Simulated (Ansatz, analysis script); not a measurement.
# Energy of spin spirals in CoO

Does a spiral lie below the collinear start of CoO, and how stiff are the moments?

Main program and level: Ansatz 0.2.0; LDA, PAW set soft_1 (files made for PBE).

**Measured values to reproduce.**

“On the Elastic Anisotropy of the Entropy-Stabilized Oxide (Mg, Co, Ni, Cu, Zn)O” (2020, arxiv:2004.06613) quotes from earlier work for CoO, rock salt (literature value): ordering temperature (Neel temperature) 291 K [literature value quoted in the paper's theory part].

Report form: the programs' logs are mostly left out.

**1. Starting point**

It takes space group Fm-3m (No. 225, cubic). The conventional cell has a = 4.263 Å, b = 4.263 Å, c = 4.263 Å, α = 90.00°, β = 90.00°, γ = 90.00°. Co has 6 O at 2.13 Å nearest. O has 6 Co at 2.13 Å nearest. Farther neighbours and most contacts between anions are not listed.

**2. Starting state**

A collinear run comes first: it shows whether moments survive, and how large they are.

Contents of input.yaml:

```yaml
crystal:
  lattice:
    - [0.0, 2.1315, 2.1315]
    - [2.1315, 0.0, 2.1315]
    - [2.1315, 2.1315, 0.0]
  atoms:
    - { symbol: Co, position: [0.0, 0.0, 0.0], spin: 3.0 }
    - { symbol: O, position: [0.5, 0.5, 0.5] }
magnetization:
  spin_polarized: true
kpoints:
  mp_grid: { grid: [8, 8, 8] }
hamiltonian:
  xc: lda
  pseudopotentials: { kind: paw, azcp: { folder: soft_1 }, xc_functional: pbe }
scf:
  occupations: { method: fermi_dirac, width: 0.05 }
  max_iter: 120
  convergence: { dr2_threshold: 1.0e-08 }
  lower_state_search: "off"
output:
  write_density: true
  write_potential: true
  elf: true
  volumetric_format: npy
```

Command:

```sh
$ ansatz run input.yaml --threads 1 --pin off --max-ram 2560MiB --backend cpu --events-out ev --progress --plain --runs-dir out
```

The job ended after 2.1 s (1 thread of Arm Neoverse V2, shared host; peak memory 0.24 GiB).

Spin moment in the atom's sphere by atom:

```tsv
atom	spin moment in the atom's sphere (μB)
Co1	2.41
O2	0.34
```

Tables count atoms from 1; parts of the log count from 0.

The run ends ferromagnetic, with a net moment of 2.87 μB a cell. With one Co atom carrying the moment, parallel order of its images is forced by the cell, not found.

Spin density in the ac plane of the conventional cell at fractional y = 0.000, with atoms of Co and O within 0.2 Å of it.

Ten even steps from '0' (0.0 e/Å³) to '9' (7.4 e/Å³), each cell a mean:
```
62000000000014
10000000000001
00000000000000
00000000000000
00000000000000
00000023100000
00000169300000
00000146200000
00000011000000
00000000000000
00000000000000
00000000000000
31000000000002
93000000000016
```
Columns run along a (4.3 Å), rows up along c (4.3 Å), edges of the conventional cell, whose origin can differ from the input's. Atoms in or near the plane, at fractional coordinates: Co at (0.00, 0.00), Co at (0.50, 0.50), O at (0.50, 0.00), O at (0.00, 0.50).

Valence density in the ac plane of the conventional cell at fractional y = 0.000, with atoms of Co and O within 0.2 Å of it. It is the smooth field of the valence electrons, not physical close to the nuclei.

Ten steps, logarithmic in the rise over the least value, from '0' (0 e/Å³) to '9' (43 e/Å³), each cell a mean:
```
97311355421158
54100234310025
21000011100001
10000011000001
22100134210012
54201477620134
65212599741145
54211589731135
43100255410023
11000012100001
10000011000001
42100122210013
76201345420147
97411456521259
```
Columns run along a (4.3 Å), rows up along c (4.3 Å), edges of the conventional cell, whose origin can differ from the input's. Atoms in or near the plane, at fractional coordinates: Co at (0.00, 0.00), Co at (0.50, 0.50), O at (0.50, 0.00), O at (0.00, 0.50).

ELF in the ac plane of the conventional cell at fractional y = 0.000, with atoms of Co and O within 0.2 Å of it. It is the smooth field of the valence electrons, not physical close to the nuclei.

Ten even steps from '0' (0.10) to '9' (0.78), each cell a mean:
```
75106987992036
32104899971023
00001466520000
32100000000012
98510111100279
89820255410599
48930379510697
79920367510698
99710233210489
65200000000146
00000123210000
11002799851011
54105998982025
95106974893037
```
Columns run along a (4.3 Å), rows up along c (4.3 Å), edges of the conventional cell, whose origin can differ from the input's. Atoms in or near the plane, at fractional coordinates: Co at (0.00, 0.00), Co at (0.50, 0.50), O at (0.50, 0.00), O at (0.00, 0.50).

**3. Denser mesh**

Levels at the Fermi energy are partly filled, so moments and energy differences can hang on the k-mesh, and the state is solved again on a denser one.

input.yaml, the sections that differ from step 2:

```yaml
crystal:
  lattice:
    - [0.0, 2.1315, 2.1315]
    - [2.1315, 0.0, 2.1315]
    - [2.1315, 2.1315, 0.0]
  atoms:
    - { symbol: Co, position: [0.0, 0.0, 0.0], spin: 2.41 }
    - { symbol: O, position: [0.5, 0.5, 0.5] }
kpoints:
  mp_grid: { grid: [16, 16, 16] }
basis:
  ecutwfc: 420.0
checkpoint:
  read: start
  write: ck
  compress: false
  write_wavefunctions: false
  write_every: 100000
# magnetization, hamiltonian, scf: as in step 2
# output: removed
```

Command:

```sh
$ ansatz run input.yaml --threads 2 --pin off --max-ram 5120MiB --backend cpu --events-out ev --progress --plain --runs-dir out
```

It took 2.7 s on 2 threads; peak memory 0.31 GiB; 4.7 s of CPU time.

Spin moment in the atom's sphere by atom:

```tsv
atom	spin moment in the atom's sphere (μB)
Co1	2.43
O2	0.34
```

The run ends ferromagnetic, with a net moment of 2.89 μB a cell, against 2.87 μB on the first mesh.

Each spiral starts from these moments, tilted 90° from the rotation axis z (a flat spiral); sizes are free, while the program holds flat spirals in their plane. Spin–orbit coupling is switched off, so the energy does not depend on how the axis lies in the crystal. The folder named start holds the saved collinear state, from which each run begins.

**4. q = (0, 0, 0)**

The reference is the same input at q = 0, so that basis and exchange-correlation form match those at other q. Every q is chosen so that q/2 is a mesh vector: every spiral then samples the k-points of q = 0, and much mesh noise cancels.

input.yaml, the sections that differ from step 3:

```yaml
crystal:
  lattice:
    - [0.0, 2.1315, 2.1315]
    - [2.1315, 0.0, 2.1315]
    - [2.1315, 2.1315, 0.0]
  atoms:
    - { symbol: Co, position: [0.0, 0.0, 0.0], spin: 2.43, spin_axis: [1.0, 0.0, 0.0] }
    - { symbol: O, position: [0.5, 0.5, 0.5] }
magnetization:
  noncollinear: true
  spin_spiral: { q: [0.0, 0.0, 0.0] }
checkpoint:
  read: start
# kpoints, hamiltonian, scf, basis: as in step 3
```

Command:

```sh
$ ansatz run input.yaml --threads 1 --pin off --max-ram 2560MiB --backend cpu --events-out ev --progress --plain --runs-dir out
```

The job ended after 11 s (1 thread; peak memory 0.39 GiB).

The largest moment is 2.43 μB, against 2.43 μB in the collinear run.

**5. q = (0.125, 0, 0.125)**

Only q changes. The cell stays that of the crystal, since the generalised Bloch theorem carries the rotation from cell to cell.

input.yaml: that of step 4 with these lines changed.

```diff
@@ -22,3 +22,3 @@
   noncollinear: true
-  spin_spiral: { q: [0.0, 0.0, 0.0] }
+  spin_spiral: { q: [0.125, 0.0, 0.125] }
 checkpoint:
```

The job ended after 59 s (1 thread; peak memory 0.59 GiB).

The energy of the cell lies 25.3 meV below that at q = 0, and the largest moment is 2.41 μB against 2.43 μB.

**6. q = (0.125, 0.125, 0.25)**

input.yaml: that of step 5 with these lines changed.

```diff
@@ -22,3 +22,3 @@
   noncollinear: true
-  spin_spiral: { q: [0.125, 0.0, 0.125] }
+  spin_spiral: { q: [0.125, 0.125, 0.25] }
 checkpoint:
```

It took 1.9 min on 1 thread; peak memory 0.87 GiB.

The energy of the cell lies 51.0 meV below that at q = 0, and the largest moment is 2.39 μB against 2.43 μB.

**7. q = (0.375, 0.375, 0.75)**

input.yaml: that of step 6 with these lines changed.

```diff
@@ -22,3 +22,3 @@
   noncollinear: true
-  spin_spiral: { q: [0.125, 0.125, 0.25] }
+  spin_spiral: { q: [0.375, 0.375, 0.75] }
 checkpoint:
```

Run time: 2.7 min. Hardware: 1 thread; peak memory 0.88 GiB.

The energy of the cell lies 18.9 meV above that at q = 0, and the largest moment is 2.27 μB against 2.43 μB.

**8. q = (0.625, 0.25, 0.625)**

input.yaml: that of step 7 with these lines changed.

```diff
@@ -22,3 +22,3 @@
   noncollinear: true
-  spin_spiral: { q: [0.375, 0.375, 0.75] }
+  spin_spiral: { q: [0.625, 0.25, 0.625] }
 checkpoint:
```

The job ended after 7.6 min (1 thread; peak memory 1.4 GiB).

The energy of the cell lies 18.9 meV above that at q = 0, and the largest moment is 2.27 μB against 2.43 μB.

6 more runs differ from these in the same keys alone and are tabled below.

**9. Analysis**

```tsv
q (reciprocal lattice)	path length (1/Å)	E(q) − E(0) (meV a magnetic atom)	|m| Co no. 1 (μB)
(0, 0, 0)	0.000	0.00	2.43
(0.125, 0, 0.125)	0.368	-25.28	2.41
(0.375, 0, 0.375)	1.105	42.89	2.27
(0.5, 0, 0.5)	1.474	98.67	2.19
(0.625, 0.25, 0.625)	1.995	18.89	2.27
(0.5, 0.25, 0.75)	2.516	22.28	2.28
(0.375, 0.375, 0.75)	3.037	18.89	2.27
(0.25, 0.25, 0.5)	3.558	-79.25	2.33
(0.125, 0.125, 0.25)	4.079	-51.01	2.39
(0, 0, 0)	4.600	0.00	2.43
(0.25, 0.25, 0.25)	5.239	-78.98	2.37
(0.5, 0.5, 0.5)	5.877	-149.13	2.31
```

**10. Exchange couplings from E(q)**

For rigid moments E(q) is a sum of cosines over neighbour shells, so a fit gives the couplings, and from them an ordering temperature.

E = −Σ J e·e over ordered pairs (each pair twice, J > 0 for parallel moments) is fitted to 10 points (copies by symmetry counted).

The fitted shells:

```tsv
pair	distance (Å)	neighbours a magnetic atom	J (meV)
Co-Co	3.014	12	6.28
Co-Co	4.263	6	-18.6
Co-Co	5.221	24	-0.1177
Co-Co	6.029	12	-0.2871
Co-Co	6.74	24	0.0472
Co-Co	7.384	8	0.0226
```

Read from the output:

* r.m.s. miss of the fit: 0.5320 meV
* ordering temperature, mean field: 835.5 K
* wavevector of the mean-field order: 0, 0, 0.5 reciprocal lattice

**11. What came out**

```
lowest point of the path : q = (0.5, 0.5, 0.5), -149 meV a magnetic atom from q = 0
highest point            : 98.7 meV a magnetic atom
J of the nearest shell   : 6.28 meV
mean-field temperature   : 836 K
```

What this shows: The state at q = (0.5, 0.5, 0.5) lies 149 meV a magnetic atom below the ferromagnetic start, so that start is not the lowest state; a flat spiral with q made of halves, on one magnetic atom a cell, is a collinear order of a doubled cell. The moments change by at most 10 % from their size at q = 0, a modest change. The fit misses by 0.21 % of the energy range, so the shells describe the path well, though few points can't fix distant couplings. The temperatures are those of classical unit spins, and mean field runs high. The 11 spiral runs took 30 min of wall time, added up. Without a U, semilocal functionals delocalise the d or f electrons of such compounds, which shrinks moments, overestimates superexchange, narrows or closes the gap and can change the order. Energies are free energies at a smearing of 0.05 eV, and with partly filled levels differences shift, at times strongly, as the smearing goes to zero. In doubt: the program's search for lower states was switched off, so a lower magnetic state than those reached may exist.

Computed beside measured:

| quantity | measured | LDA, PAW set soft_1 (files made for PBE), mean field on the fit |
| --- | --- | --- |
| ordering temperature (K) | 291 | 836 (+187.1 %) |

Measured values from arxiv:2004.06613 (2020).

Verdict: The ordering temperature is off by +187.1 %: a clear miss. Mean-field temperatures run high for given couplings and spin length. No cell relaxation is part of this session.

[Logs and program files are shortened in this print: banners, set-up blocks, solver, clock and traceback lines can be left out without a mark of their own.]

[Logs are printed without paths, hosts, clocks, repeated set-up lines and the standing remarks that a program may print on its own settings, such as how far it seeks lower states.]

[Hosts, paths, dates, database ids (printed as entryN), source tags and the programs' standing remarks are cut or masked in the printed files.]
